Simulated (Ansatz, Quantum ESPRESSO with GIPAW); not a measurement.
# Solid-state NMR of CsCOF3 by GIPAW, part 2 of 2

Wanted: NMR shieldings and quadrupolar couplings for each site of CsCOF3.

Quantum ESPRESSO with GIPAW; PBEsol.

So far. Step 3 (Shieldings): In this run the largest span is that of F(3) (site symmetry 1), with principal values 41.8, 103.3 and 336.3 ppm. On F(1) the most shielded direction lies along its short bond to C: a field along the bond can't mix the bonding orbital with those across it, so the paramagnetic term is smallest there. On F(2) the most shielded direction lies along its short bond to C: a field along the bond can't mix the bonding orbital with those across it, so the paramagnetic term is smallest there.

**4. Quadrupolar couplings**

Level of this step: DFT, PBEsol, plane-wave PAW, default files, scalar-relativistic, field gradients (Ansatz).

17O and 133Cs have a quadrupole moment, which couples to the field gradient and broadens the lines. The gradient is a property of the ground-state density and needs no response; it is taken from a second code that counts the whole PAW charge. C_Q = eQV_zz/h, with Q = -0.02558 barn for 17O, -0.00343 barn for 133Cs.

This step: DFT, PBEsol, plane-wave PAW, default files (PAW set soft_2), scalar-relativistic, field gradients (Ansatz 0.2.0), on the same atoms.

input.yaml

```yaml
crystal:
  lattice:
    - [5.9064513729, 0.0, 0.0]
    - [0.0, 7.69891576, 0.0]
    - [-0.1193445881, 0.0, 9.4241440683]
  atoms:
    - { symbol: Cs, position: [0.7286075662, 0.8429942934, 0.6789859024] }
    - { symbol: Cs, position: [0.2713924338, 0.3429942934, 0.8210140976] }
    - { symbol: Cs, position: [0.2713924338, 0.1570057066, 0.3210140976] }
    - { symbol: Cs, position: [0.7286075662, 0.6570057066, 0.1789859024] }
    - { symbol: F, position: [0.7703102767, 0.4329629242, 0.6662352508] }
    - { symbol: F, position: [0.2296897233, 0.9329629242, 0.8337647492] }
    - { symbol: F, position: [0.2296897233, 0.5670370758, 0.3337647492] }
    - { symbol: F, position: [0.7703102767, 0.0670370758, 0.1662352508] }
    - { symbol: F, position: [0.9477412828, 0.2032920705, 0.5798967467] }
    - { symbol: F, position: [0.0522587172, 0.7032920705, 0.9201032533] }
    - { symbol: F, position: [0.0522587172, 0.7967079295, 0.4201032533] }
    - { symbol: F, position: [0.9477412828, 0.2967079295, 0.0798967467] }
    - { symbol: F, position: [0.2409142169, 0.8793148765, 0.0645449198] }
    - { symbol: F, position: [0.2409142169, 0.6206851235, 0.5645449198] }
    - { symbol: F, position: [0.7590857831, 0.3793148765, 0.4354550802] }
    - { symbol: F, position: [0.7590857831, 0.1206851235, 0.9354550802] }
    - { symbol: O, position: [0.4361626775, 0.7938405968, 0.4163229642] }
    - { symbol: O, position: [0.5638373225, 0.2061594032, 0.5836770358] }
    - { symbol: O, position: [0.4361626775, 0.7061594032, 0.9163229642] }
    - { symbol: O, position: [0.5638373225, 0.2938405968, 0.0836770358] }
    - { symbol: C, position: [0.7349227029, 0.2049479193, 0.0674370398] }
    - { symbol: C, position: [0.2650772971, 0.7049479193, 0.4325629602] }
    - { symbol: C, position: [0.2650772971, 0.7950520807, 0.9325629602] }
    - { symbol: C, position: [0.7349227029, 0.2950520807, 0.5674370398] }
kpoints:
  mp_grid: { grid: [3, 3, 2] }
scf:
  occupations: { method: fixed }
hamiltonian:
  xc: pbesol
  pseudopotentials: { kind: paw, frozen_core: stored }
output:
  forces: false
  stress: false
  efg: { quadrupole_moments_barn: { Cs: -0.00343, O: -0.02558 } }
```

Launch:

```bash
> ansatz run input.yaml --threads 8 --pin off --max-ram 16384MiB --backend cpu --events-out ev --progress --plain --runs-dir out
```

What it wrote:

```text
[... set-up, SCF cycles and energies left out ...]
--- PAW observables at the nuclei: V_zz in 10²¹ V/m², potentials from the cell's mean, atoms counted from 1 ---
  atom   1  Cs V_zz =    -3.971094   η = 0.2363   by run symmetry: allowed   C_q = +0.3294 MHz
  atom   2  Cs V_zz =    -3.971094   η = 0.2363   by run symmetry: allowed   C_q = +0.3294 MHz
  atom   3  Cs V_zz =    -3.971094   η = 0.2363   by run symmetry: allowed   C_q = +0.3294 MHz
  atom   4  Cs V_zz =    -3.971094   η = 0.2363   by run symmetry: allowed   C_q = +0.3294 MHz
  atom   5  F  V_zz =   +24.969167   η = 0.0720   by run symmetry: allowed
  atom   6  F  V_zz =   +24.969167   η = 0.0720   by run symmetry: allowed
  atom   7  F  V_zz =   +24.969167   η = 0.0720   by run symmetry: allowed
  atom   8  F  V_zz =   +24.969167   η = 0.0720   by run symmetry: allowed
  atom   9  F  V_zz =   +24.103731   η = 0.0603   by run symmetry: allowed
  atom  10  F  V_zz =   +24.103731   η = 0.0603   by run symmetry: allowed
  atom  11  F  V_zz =   +24.103731   η = 0.0603   by run symmetry: allowed
  atom  12  F  V_zz =   +24.103731   η = 0.0603   by run symmetry: allowed
  atom  13  F  V_zz =   +25.581530   η = 0.0709   by run symmetry: allowed
  atom  14  F  V_zz =   +25.581530   η = 0.0709   by run symmetry: allowed
  atom  15  F  V_zz =   +25.581530   η = 0.0709   by run symmetry: allowed
  atom  16  F  V_zz =   +25.581530   η = 0.0709   by run symmetry: allowed
  atom  17  O  V_zz =   +11.311646   η = 0.0584   by run symmetry: allowed   C_q = -6.9965 MHz
  atom  18  O  V_zz =   +11.311646   η = 0.0584   by run symmetry: allowed   C_q = -6.9965 MHz
  atom  19  O  V_zz =   +11.311646   η = 0.0584   by run symmetry: allowed   C_q = -6.9965 MHz
  atom  20  O  V_zz =   +11.311646   η = 0.0584   by run symmetry: allowed   C_q = -6.9965 MHz
  atom  21  C  V_zz =    -2.544695   η = 0.0469   by run symmetry: allowed
  atom  22  C  V_zz =    -2.544695   η = 0.0469   by run symmetry: allowed
  atom  23  C  V_zz =    -2.544695   η = 0.0469   by run symmetry: allowed
  atom  24  C  V_zz =    -2.544695   η = 0.0469   by run symmetry: allowed
[the lines on potentials at the nuclei are left out]
```

It took 7.7 s on 8 threads of Arm Neoverse N1, shared host; peak memory 1.9 GiB; 46 s of CPU time.

Among nuclei of half-integer spin the second-order effect is largest for 17O on O (spin 5/2, C_Q -7.00 MHz): at 9.4 T it moves the centre of gravity of the MAS line by -100 ppm from δ_iso, and by a quarter of that at twice the field, by δ_Q = −(3/40)(C_Q/ν0)²(1 + η²/3)[I(I+1) − 3/4]/[I²(2I−1)²] × 10⁶ ppm with ν0 = 54.3 MHz.

**5. NMR parameters by site**

A shielding is counted from the bare nucleus and a shift from a reference compound, with the opposite sign. Here the reference is a mean over several measured solids, with the slope held at one.

Reference lines, from the same functional and files: 13C: δ = (162.2 − σ), zero at TMS, fitted to 6 measured values, from C, KHCO3, Li2CO3, MgCO3, Na2CO3 and SiC, with a scatter of 0.77 ppm r.m.s., on σ without the shape term. Kinds of site that fitted badly were split off after the misses were seen, so the scatter is that of the points kept.

Covalently bonded atoms count as neighbours within 1.18 times the sum of their radii. Otherwise a cation's neighbours lie within 1.2 times its shortest bond (1.3 for large cations, each anion's radius taken off where they differ), and an anion's are the cations that count it.

| site | atom no. | atoms in cell | surroundings | bonds (Å) | δ_iso (ppm) | C_Q (MHz) | η_Q |
| --- | --- | --- | --- | --- | --- | --- | --- |
| Cs | 1 | 4 | CsF8O3 | 3.02 to 3.51 | - | 0.33 | 0.24 |
| F(1) | 5 | 4 | bound to CCs3 | 1.43 to 3.38 | - | - | - |
| F(2) | 9 | 4 | bound to CCs3 | 1.45 to 3.21 | - | - | - |
| F(3) | 13 | 4 | bound to CCs2 | 1.41 to 3.51 | - | - | - |
| O | 17 | 4 | bound to CCs3 | 1.23 to 3.09 | - | -7.00 | 0.06 |
| C | 21 | 4 | CF3O | 1.23 to 1.45 | 129.9 | - | - |

By surroundings the F shieldings are 4-coordinate: 143.0 to 155.6; 3-coordinate: 160.5 ppm.

Simulated spectrum: 13C static powder, 20 T (214.2 MHz), lines broadened by 2.4 ppm; rigid lattice, with dipolar and J couplings left out.

δ (ppm), intensity and a bar:
```
    184.6       0.00 
    180.0       0.00 
    175.5       0.01 
    171.0       0.24 #######
    166.8       1.00 ##############################
    162.2       0.55 ################
    157.7       0.41 ############
    153.5       0.35 ##########
    149.0       0.30 #########
    144.4       0.27 ########
    140.2       0.25 ########
    135.7       0.23 #######
    131.2       0.22 #######
    126.6       0.20 ######
    122.4       0.20 ######
    117.9       0.19 ######
    113.3       0.18 #####
    109.2       0.17 #####
    104.6       0.17 #####
    100.1       0.16 #####
     95.9       0.16 #####
     91.3       0.15 #####
     86.8       0.15 ####
     82.3       0.14 ####
     78.1       0.14 ####
     73.5       0.14 ####
     69.0       0.13 ####
     64.8       0.13 ####
     60.3       0.13 ####
     55.7       0.12 ####
     51.5       0.03 #
     47.0       0.00 
     42.5       0.00 
     38.3       0.00
```

Most prominent maxima (ppm: height): 166.8: 1.00.

Simulated spectrum: 19F MAS at 100 kHz, 23.5 T (941.8 MHz), lines broadened by 2 ppm; the axis counts ppm from the isotropic position of F(3), as −Δσ; rigid lattice, with dipolar and J couplings left out. Its lines over 1.5 % of the strongest:

| offset (ppm) | area |
| --- | --- |
| 229.8 | 0.02 |
| 217.2 | 0.02 |
| 212.4 | 0.02 |
| 123.6 | 0.22 |
| 111.1 | 0.23 |
| 106.2 | 0.25 |
| 17.4 | 1.00 |
| 4.9 | 0.97 |
| 0.0 | 0.94 |
| -88.7 | 0.15 |
| -101.3 | 0.16 |
| -106.2 | 0.16 |
| -194.9 | 0.05 |
| -207.5 | 0.05 |
| -212.4 | 0.06 |

Spinning sidebands lie 106.2 ppm apart.

At this broadening the 3 isotropic lines are resolved; in a real sample the residual dipolar coupling among these abundant spins may hide that.

**6. Results**

| Property | Result |
| --- | --- |
| 13C shift | 129.9 ppm |
| 19F shielding without shape term | 143.0, 155.6, 160.5 ppm |
| 17O shielding without shape term | 96.5 ppm |
| 17O size of C_Q | 7.00 MHz |
| 133Cs shielding without shape term | 5609 ppm |
| 133Cs size of C_Q | 0.33 MHz |

13C has one site (CF3O), with isotropic shift 129.9 ppm. No sound run at another cutoff or mesh is at hand, so convergence rests on the f-sum rule and on experience with these files. Spin-orbit coupling is missing, which matters for Cs; it can also move field gradients at such atoms, by some per cent and up to a factor of two. The scalar-relativistic files are used with non-relativistic response operators, which weighs most on the heavy atoms' own shieldings. In PBE checks against another PAW code, field gradients made this way came out (cores as stored) 4 to 9 % larger on O (three silicas and corundum) and 6 % smaller on Al (corundum alone). This build of gipaw.x prints that it is not audited and that its numbers are no references by themselves. It also reports spline_ps as false although the input sets it; why was not traced. The field gradients use PAW files made for PBE. Without spin-orbit coupling, gradients at and beside the heavy atoms are unsure. pw.x warned of eigenvalues not converged in some cycles of 1 ground-state run, which then met the threshold.

[Banner, clock, file and message-heading lines were taken out of the pw.x and gipaw.x logs.]

[Logs are printed without paths, hosts, clocks, repeated set-up lines and the standing remarks that a program may print on its own settings, such as how far it seeks lower states.]

[Hosts, paths, dates, database ids (printed as entryN), source tags and the programs' standing remarks are cut or masked in the printed files.]

[Where no reference line passes its bar on scatter, no shift is given, so a measured shift of this compound may stand uncompared.]
